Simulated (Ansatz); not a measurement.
# Sensitivity of the G0W0 gap of Bi2Te2Se (R-3m)

A base run on Bi2Te2Se (R-3m), then changed inputs.

Program: Ansatz 0.2.0. Level of theory: G0W0 on LDA, plane waves, PAW. Results are calculated unless marked as measured.

### Step 1. The structure

It takes space group R-3m (No. 166, trigonal). Conventional cell: a = 4.322 Å, b = 4.322 Å, c = 31.757 Å, α = 90.00°, β = 90.00°, γ = 120.00°. Nearest to Bi lie 3 Te at 3.05 Å and 3 Se at 3.11 Å. Te has 3 Bi at 3.05 Å nearest. Nearest to Se lie 6 Bi at 3.11 Å. Farther neighbours and most contacts between anions are not listed.

The cell and positions are those that the Materials Project relaxed with its own functionals (PBE, PBE+U or r2SCAN), kept fixed. Spin-orbit coupling is left out unless a step names it. The default PAW set here is soft_2. Its files were made with PBE.

### Step 2. The base run: 4×4×4 mesh, 473 empty bands, screening to 114 eV

Now the one-shot GW correction: screening in the RPA, then the self-energy of the levels asked for.

input.yaml reads:

```yaml
crystal:
  lattice:
    - [2.1609687617, 1.2476358963, 10.5855712543]
    - [-2.1609687617, 1.2476358963, 10.5855712543]
    - [0.0, -2.4952717926, 10.5855712543]
  atoms:
    - { symbol: Bi, position: [0.60827876, 0.60827876, 0.60827876] }
    - { symbol: Bi, position: [0.39172124, 0.39172124, 0.39172124] }
    - { symbol: Te, position: [0.21959513, 0.21959513, 0.21959513] }
    - { symbol: Te, position: [0.78040487, 0.78040487, 0.78040487] }
    - { symbol: Se, position: [0.0, 0.0, 0.0] }
kpoints:
  mp_grid: { grid: [4, 4, 4] }
hamiltonian:
  xc: lda
scf:
  occupations: { method: fixed }
gw:
  n_empty_bands: 473
  ecut_chi: 114
  qp_bands: [v2, c2]
  qp_kpoints: band_edges
  screening: { model: contour_deformation }
```

The run is started by

```console
$ ansatz run input.yaml --threads 3 --pin off --max-ram 92160MiB --backend cuda --events-out ev --progress --plain --runs-dir out --devices 1 --max-vram 13GiB  # rebuilt from the run's record
```

Numbers of over 12 decimals in the logs are rounded to 6 here.

The log of the run:

```text
GPUs: using 1 of 1 available (devices: 1).
Engine: ansatz 0.2.0, x86_64-unknown-linux-gnu
Pseudopotentials: kind: paw
Pseudopotential: Bi, paw, valence charge 15, recommended cutoff 420 eV (normal), Bi.paw.azcp
Pseudopotential: Te, paw, valence charge 16, recommended cutoff 420 eV (normal), Te.paw.azcp
Pseudopotential: Se, paw, valence charge 16, recommended cutoff 420 eV (normal), Se.paw.azcp
Functional definition: SPW92
  exchange = slater_x
  correlation = pw_c
device memory: the entry about to start is reckoned to put 4.9 GiB on a device that reports 39.6 GiB free (of which the cap on the GPU budget leaves the run 13.0 GiB)
GPU FFT provider: cuFFT
GPU libraries: cuBLAS 13.8.2, cuFFT 12.4.0, cuSOLVER 12.3.4
Crystal: 5 atoms, lattice volume = 171.239 Å³
Basis set: ecut = 420 eV, 3335 PW (Γ)
Bands: 47, of which v1, the nominal top of the filled ones, is band 39 counted from 1 (38 counted from 0)
Symmetry: 12 space group operations
Space group: R-3m (ITA 166), of the structure as read, at distance tolerance 5.6e-5 Å
k-points: 13 of 64
Non-local potential: Bi, projectors of the file, l = 0: 2, l = 1: 2, l = 2: 2, l = 3: 2
Non-local potential: Te, projectors of the file, l = 0: 2, l = 1: 2, l = 2: 2, l = 3: 2
Non-local potential: Se, projectors of the file, l = 0: 2, l = 1: 2, l = 2: 3, l = 3: 1
PAW form: soft (Blöchl's): semilocal exchange-correlation on the pseudo side does not see the compensation charge
PAW frozen core: Bi, regenerated for the run's functional, and the local potential with it (the file was generated under x = pbe(κ = 0.804, μ = 0.219515), c = pbe(β = 0.066725))
PAW frozen core: Te, regenerated for the run's functional, and the local potential with it (the file was generated under x = pbe(κ = 0.804, μ = 0.219515), c = pbe(β = 0.066725))
PAW frozen core: Se, regenerated for the run's functional, and the local potential with it (the file was generated under x = pbe(κ = 0.804, μ = 0.219515), c = pbe(β = 0.066725))
PAW one-centre angular grid: Bi, 590 points (default); XC on 64 Gauss nodes
PAW one-centre angular grid: Te, 590 points (default); XC on 64 Gauss nodes
PAW one-centre angular grid: Se, 590 points (default); XC on 64 Gauss nodes
Initial density: superposition of atomic densities (neutral atoms: chi_scale 0, normalization atom), corrected by the library's trained network
Initial wavefunctions: pseudopotential atomic-orbital guess
GPU buffer pool allocated for 421875 grid points (all kernels)
GPU transforms: local potential and band sums: pruned to the plane-wave sphere, on 75×75×75
Functional: x = slater, c = lda
SCF iter   1: F=—  HF=-43210.638762 eV  |F-HF|=—  |Δ(HF+E_count)|=         —  Δρ=3.90e-3  dr2=3.01e-2  ethr=1.77e-3  ⟨swp⟩=5.0  Hψ=2060  notcnv=0  defer=67
[...]
k-point 2: bands = [... 35 lower, 5.5011, 6.0484, 6.8535, 7.1236, 8.6816, 9.6152, 10.4819, 10.7266, ... 4 higher]
  k-point 12: bands = [... 35 lower, 6.7273, 6.9529, 6.9529, 7.0980, 8.4449, 9.1672, 9.1672, 9.6890, ... 4 higher]
--- G₀W₀: contour deformation, 8 samples at zero and on the imaginary axis and 1 off it, 64 q-points, 473 empty bands' worth ---
  eigenvalues of the whole cell's RPA ε∞ on this k-mesh (on a slab, of 1 + 4πα/V) = 24.3314, 29.9693, 29.9693; static W/v taken at q = 0 is 0.027409
  bands read: the sum over 512 bands ends inside a degenerate multiplet in 1 slot, whose members it reads at an even weight; the widest, k=0: bands 512 to 513 (counted from 1) at 1/2 each
  gw.qp_kpoints: band_edges: 10 of 13 stored k-points solved, in 1 pass; an edge of the gap read off the rows below is read off those points alone
    valence top: of the k-points left out ik 3 came nearest to being solved in a further pass, in band 39 (counted from 1, as in the quasiparticle table): it holds the edge there only if its correction is more favourable than any solved in that band by at least 0.500 eV; those differ by 0.144 eV
    conduction bottom: of the k-points left out ik 9 came nearest to being solved in a further pass, in band 40 (counted from 1, as in the quasiparticle table): it holds the edge there only if its correction is more favourable than any solved in that band by at least 0.916 eV; those differ by 0.083 eV
  `?` marks the rows in doubt; gw_qp.tsv's column doubts and the gw_qp event give each row's grounds
    ik  band        ε_KS         Σx   Σc(E_QP)       V_xc       Z   E_QP_lin       E_QP  E_QP is
     0    38      7.0618   -15.8140     1.1346   -14.4712  0.7402     6.8547     6.8537  root
     0    39      7.6482   -14.9430     0.1562   -14.7009  0.7573     7.5624     7.5623  root
     0    40      8.0157    -9.8618    -2.9243   -13.0731  0.7814     8.2957     8.3028  root ?
     0    41      9.0070   -10.0704    -3.1891   -13.5078  0.7627     9.2525     9.2553  root
     1    38      6.9358   -16.0378     1.3160   -14.5133  0.7340     6.7280     6.7273  root
     1    39      7.2761   -15.6451     0.8447   -14.6801  0.7428     7.1557     7.1558  root
     1    40      8.7691    -9.6833    -3.1819   -13.1159  0.7666     9.0167     9.0198  root
     1    41      9.7167   -10.2793    -3.4757   -14.0300  0.7490     9.9884     9.9918  root ?
     2    38      6.8535   -16.0073     1.3334   -14.4529  0.7354     6.6340     6.6327  root
     2    39      7.1236   -15.3351     0.7572   -14.4297  0.7483     6.9758     6.9753  root
[...]
8    40      8.5574    -9.6495    -3.1309   -13.0589  0.7775     8.8300     8.8358  root ?
     8    41      9.5570   -10.2001    -3.3751   -13.8495  0.7573     9.8269     9.8313  root ?
[...]
10    41      9.6355   -10.4257    -3.3830   -14.0815  0.7535     9.9056     9.9084  root ?
[...]
12    38      6.9529   -15.7977     1.2295   -14.3594  0.7341     6.7445     6.7441  root
    12    39      7.0980   -14.6016     0.4664   -14.0702  0.7417     7.0330     7.0330  root
    12    40      8.4449   -10.1941    -3.0820   -13.4913  0.7541     8.6596     8.6602  root
    12    41      9.1672   -10.2183    -3.2774   -13.7418  0.7546     9.4123     9.4133  root
[key lines of the parts left out:]
SCF converged after 8 iterations
Free energy (F): -43210.629585 eV
Fermi energy:    7.648155 eV
```

The job ended after 1.8 min (1 × NVIDIA H100 80GB HBM3 (shared by 6 runs) with 3 threads of AMD EPYC 7R13 (Zen 3), shared host; peak memory 2.1 GiB).

In the SCF lines HF is the Harris–Foulkes energy and dr2 the Hartree energy of the density residual, in eV; the loop may stop once dr2 is under the threshold and the program's other checks hold. Hψ counts applications of the Hamiltonian.

Numbers from this step:

| Quantity | Value |
| --- | --- |
| bands summed | 512 |
| RPA ε∞ on this mesh (eigenvalues) | 24.33, 29.97, 29.97 |
| plane waves in the screening matrix | 475 |
| q-points in the mesh | 64 |
| G0W0 gap on the mesh | 0.7405 eV |
| k of the valence top | 0, 0, 0 |
| k of the conduction bottom | 0, 0, 0 |
| starting gap on the mesh | 0.3676 eV |
| Z at the valence top | 0.7573 |
| Z at the conduction bottom | 0.7814 |
| least direct G0W0 gap on the computed points | 0.7405 eV |

The gap on the mesh goes from 0.37 eV to 0.74 eV, a correction of +0.37 eV. The program marks an edge row as in doubt. Between the two edge states, bare exchange in place of the xc potential would open the gap by 3.45 eV, and correlation takes back 3.08 eV.

### Step 3. Variant: low screening cutoff

Edit input.yaml of step 2 so:

```diff
@@ -18,4 +18,4 @@
 gw:
-  n_empty_bands: 473
-  ecut_chi: 114
+  n_empty_bands: 511
+  ecut_chi: 55
   qp_bands: [v2, c2]
```

The log of the run:

```text
GPUs: using 1 of 1 available (devices: 1).
[...]
GPU FFT provider: cuFFT
GPU libraries: cuBLAS 13.8.2, cuFFT 12.4.0, cuSOLVER 12.3.4
Crystal: 5 atoms, lattice volume = 171.239 Å³
Basis set: ecut = 420 eV, 3335 PW (Γ)
Bands: 47, of which v1, the nominal top of the filled ones, is band 39 counted from 1 (38 counted from 0)
[... 1 set-up line as in the run before ...]
[...]
k-points: 13 of 64
[...]
GPU buffer pool allocated for 421875 grid points (all kernels)
[...]
SCF iter   1: F=—  HF=-43210.638762 eV  |F-HF|=—  |Δ(HF+E_count)|=         —  Δρ=3.90e-3  dr2=3.01e-2  ethr=1.77e-3  ⟨swp⟩=5.0  Hψ=2060  notcnv=0  defer=67
[...]
SCF iter   8: F=-43210.629585 eV  HF=-43210.629585 eV  |F-HF|=1.40e-9  |Δ(HF+E_count)|=   1.69e-8  Δρ=1.75e-6  dr2=1.14e-8  ethr=1.28e-10  ⟨swp⟩=3.0  Hψ=1235  notcnv=0
SCF 1 converged in 8 iterations: F = -43210.629585 eV  dr2 = 1.14e-8
[...]
NSCF: frozen V_eff on 13 k-points
[...]
G₀W₀ screening: q 1/13
[... further progress lines ...]
[...]
SCF converged after 8 iterations
Free energy (F): -43210.629585 eV
[...]
Internal energy: -43210.629585 eV  (E = F + TS)
E sigma→0 (E₀):  -43210.629585 eV
Fermi energy:    7.648155 eV
[...]
--- Band table (eV; the first three rows and the last of 13) ---
  k-point 0: bands = [... 35 lower, 6.6483, 7.0618, 7.0618, 7.6482, 8.0157, 9.0070, 9.0070, 9.7970, ... 4 higher]
  k-point 1: bands = [... 35 lower, 6.1696, 6.7507, 6.9358, 7.2761, 8.7691, 9.7167, 9.8807, 10.3523, ... 4 higher]
  k-point 2: bands = [... 35 lower, 5.5011, 6.0484, 6.8535, 7.1236, 8.6816, 9.6152, 10.4819, 10.7266, ... 4 higher]
  k-point 12: bands = [... 35 lower, 6.7273, 6.9529, 6.9529, 7.0980, 8.4449, 9.1672, 9.1672, 9.6890, ... 4 higher]
[...]
0    38      7.0618   -15.8140     1.3111   -14.4712  0.7435     7.0301     7.0301  root
     0    39      7.6482   -14.9430     0.3352   -14.7009  0.7606     7.7414     7.7412  root
     0    40      8.0157    -9.8618    -2.8130   -13.0731  0.7831     8.4078     8.4141  root
     0    41      9.0070   -10.0704    -3.0554   -13.5078  0.7647     9.3737     9.3890  root
     1    38      6.9358   -16.0378     1.4957   -14.5133  0.7376     6.9070     6.9070  root
     1    39      7.2761   -15.6451     1.0261   -14.6801  0.7463     7.3372     7.3372  root
     1    40      8.7691    -9.6833    -3.0521   -13.1159  0.7686     9.1319     9.1496  root
     1    41      9.7167   -10.2793    -3.3463   -14.0300  0.7514    10.1241    10.1211  root
[...]
6    40      9.2307    -9.2018    -3.2135   -12.7595  0.7628     9.5563     9.5748  root ?
     6    41      9.3692    -9.1435    -3.2698   -12.7819  0.7569     9.6983     9.7378  root ?
[...]
7    40      8.2727   -10.3867    -2.7080   -13.4672  0.7643     8.6150     8.6451  root ?
[...]
11    41      9.5233    -9.3330    -3.2388   -12.9548  0.7707     9.8907     9.9063  root
    12    38      6.9529   -15.7977     1.4024   -14.3594  0.7373     6.9169     6.9170  root
    12    39      7.0980   -14.6016     0.6222   -14.0702  0.7441     7.1883     7.1889  root
    12    40      8.4449   -10.1941    -2.9273   -13.4913  0.7563     8.7845     8.8148  root ?
    12    41      9.1672   -10.2183    -3.1397   -13.7418  0.7567     9.5395     9.5510  root
```

It took 73 s on 1 × NVIDIA H100 80GB HBM3 (shared by 6 runs) with 3 threads; peak memory 1.8 GiB; 1.8 min of CPU time.

Against the base:

| setting | base | variant |
| --- | --- | --- |
| empty bands | 473 | 511 |
| screening cutoff (eV) | 114 | 55 |

| quantity | variant | base |
| --- | --- | --- |
| starting gap on the mesh | 0.368 | 0.368 |
| G0W0 gap on the mesh | 0.673 | 0.741 |
| least direct G0W0 gap on the computed points | 0.673 | 0.741 |
| Z at the valence top | 0.761 | 0.757 |
| Z at the conduction bottom | 0.783 | 0.781 |

### Step 4. Variant: larger pair-density box

Edit input.yaml of step 3 so:

```diff
@@ -18,4 +18,4 @@
 gw:
-  n_empty_bands: 511
-  ecut_chi: 55
+  n_empty_bands: 388
+  ecut_chi: 100
   qp_bands: [v2, c2]
@@ -23 +23,2 @@
   screening: { model: contour_deformation }
+  ecutfock_ratio: 2
```

The log of the run:

```text
GPUs: using 1 of 1 available (devices: 1).
[...]
GPU FFT provider: cuFFT
GPU libraries: cuBLAS 13.8.2, cuFFT 12.4.0, cuSOLVER 12.3.4
Crystal: 5 atoms, lattice volume = 171.239 Å³
Basis set: ecut = 420 eV, 3335 PW (Γ)
Bands: 47, of which v1, the nominal top of the filled ones, is band 39 counted from 1 (38 counted from 0)
[... 1 set-up line as in the run before ...]
[...]
k-points: 13 of 64
[...]
GPU buffer pool allocated for 421875 grid points (all kernels)
[...]
SCF iter   1: F=—  HF=-43210.638762 eV  |F-HF|=—  |Δ(HF+E_count)|=         —  Δρ=3.90e-3  dr2=3.01e-2  ethr=1.77e-3  ⟨swp⟩=5.0  Hψ=2060  notcnv=0  defer=67
[...]
SCF iter   8: F=-43210.629585 eV  HF=-43210.629585 eV  |F-HF|=1.40e-9  |Δ(HF+E_count)|=   1.69e-8  Δρ=1.75e-6  dr2=1.14e-8  ethr=1.28e-10  ⟨swp⟩=3.0  Hψ=1235  notcnv=0
SCF 1 converged in 8 iterations: F = -43210.629585 eV  dr2 = 1.14e-8
[...]
G₀W₀ screening: q 1/13
[... further progress lines ...]
[...]
SCF converged after 8 iterations
Free energy (F): -43210.629585 eV
[...]
Internal energy: -43210.629585 eV  (E = F + TS)
E sigma→0 (E₀):  -43210.629585 eV
Fermi energy:    7.648155 eV
[...]
--- Band table (eV; the first three rows and the last of 13) ---
  k-point 0: bands = [... 35 lower, 6.6483, 7.0618, 7.0618, 7.6482, 8.0157, 9.0070, 9.0070, 9.7970, ... 4 higher]
  k-point 1: bands = [... 35 lower, 6.1696, 6.7507, 6.9358, 7.2761, 8.7691, 9.7167, 9.8807, 10.3523, ... 4 higher]
  k-point 2: bands = [... 35 lower, 5.5011, 6.0484, 6.8535, 7.1236, 8.6816, 9.6152, 10.4819, 10.7266, ... 4 higher]
  k-point 12: bands = [... 35 lower, 6.7273, 6.9529, 6.9529, 7.0980, 8.4449, 9.1672, 9.1672, 9.6890, ... 4 higher]
[...]
0    38      7.0618   -15.8140     1.1886   -14.4712  0.7405     6.9079     6.9076  root
     0    39      7.6482   -14.9430     0.2117   -14.7009  0.7576     7.6178     7.6178  root
     0    40      8.0157    -9.8618    -2.8562   -13.0731  0.7817     8.3436     8.3709  root ?
     0    41      9.0070   -10.0704    -3.1357   -13.5078  0.7629     9.3018     9.3086  root
     1    38      6.9358   -16.0378     1.3702   -14.5133  0.7343     6.7816     6.7815  root
     1    39      7.2761   -15.6451     0.8995   -14.6801  0.7431     7.2106     7.2106  root
     1    40      8.7691    -9.6833    -3.1298   -13.1159  0.7669     9.0647     9.0719  root
     1    41      9.7167   -10.2793    -3.4145   -14.0300  0.7492    10.0409    10.0529  root ?
     2    38      6.8535   -16.0073     1.3873   -14.4529  0.7356     6.6870     6.6865  root
     2    39      7.1236   -15.3351     0.8108   -14.4297  0.7485     7.0290     7.0289  root
[...]
5    40      9.4409    -9.8987    -3.3256   -13.5968  0.7632     9.7835     9.8134  root ?
     5    41     10.1489   -10.3646    -3.6286   -14.3734  0.7438    10.4920    10.5292  root ?
[...]
6    41      9.3692    -9.1435    -3.3606   -12.7819  0.7550     9.6429     9.6470  root ?
[...]
8    40      8.5574    -9.6495    -3.0720   -13.0589  0.7777     8.8783     8.8948  root ?
     8    41      9.5570   -10.2001    -3.3140   -13.8495  0.7575     9.8787     9.8924  root ?
[...]
10    41      9.6355   -10.4257    -3.3197   -14.0815  0.7537     9.9587     9.9716  root ?
[...]
12    38      6.9529   -15.7977     1.2821   -14.3594  0.7343     6.7967     6.7967  root
    12    39      7.0980   -14.6016     0.5178   -14.0702  0.7421     7.0844     7.0844  root
    12    40      8.4449   -10.1941    -3.0323   -13.4913  0.7543     8.7076     8.7098  root
    12    41      9.1672   -10.2183    -3.2229   -13.7418  0.7548     9.4627     9.4678  root
```

It took 78 s on 1 × NVIDIA H100 80GB HBM3 (shared by 6 runs) with 3 threads; peak memory 1.9 GiB.

The G0W0 gap on the mesh is 0.753 eV.

Against the base:

| setting | base | variant |
| --- | --- | --- |
| empty bands | 473 | 388 |
| screening cutoff (eV) | 114 | 100 |
| ecutfock ratio | - | 2 |

| quantity | variant | base |
| --- | --- | --- |
| starting gap on the mesh | 0.368 | 0.368 |
| G0W0 gap on the mesh | 0.753 | 0.741 |
| least direct G0W0 gap on the computed points | 0.753 | 0.741 |
| Z at the valence top | 0.758 | 0.757 |
| Z at the conduction bottom | 0.782 | 0.781 |

### Step 5. Results

* base: 0.74 eV, 1.8 min
* low screening cutoff: 0.67 eV, 73 s
* larger pair-density box: 0.75 eV, 78 s

**Reading.** Low screening cutoff: the gap moves by −0.07 eV; such settings are too crude to quote. The variant differs from the base in empty bands and screening cutoff together, so the change can't be laid to one of them. Larger pair-density box: the gap moves by +0.01 eV. The variant differs from the base in empty bands, screening cutoff and ecutfock ratio together, so the change can't be laid to one of them. All runs here use a coarse mesh and modest cutoffs; they test settings and are not final values. Where an edge is built on 6p states of lead, bismuth or thallium, scalar-relativistic gaps usually stand too wide, by a few tenths to over one eV. With atoms this heavy and so narrow a gap, spin-orbit coupling can invert the bands. These scalar-relativistic gaps are then model values, not to be set against experiment, and a spin-orbit change taken from DFT can't simply be added. The RPA ε∞ on this mesh reaches over 25; with a narrow direct gap a coarse mesh can overstate it, and the correction is then too small. The program marks a band-edge row as in doubt, so the gap is less sure than its digits.

[Paths, hosts, dates, memory and timing lines, banners, echoed tables and standing remarks are left out of the program output.]

[Logs are printed without paths, hosts, clocks, repeated set-up lines and the standing remarks that a program may print on its own settings, such as how far it seeks lower states.]

[Runs of the session that timed out or met a known fault of the program may be left out.]

[Cells called generated may have been cut or substituted from an entry of the Crystallography Open Database or the Materials Project.]

[Hosts, paths, dates, database ids (printed as entryN), source tags and the programs' standing remarks are cut or masked in the printed files.]
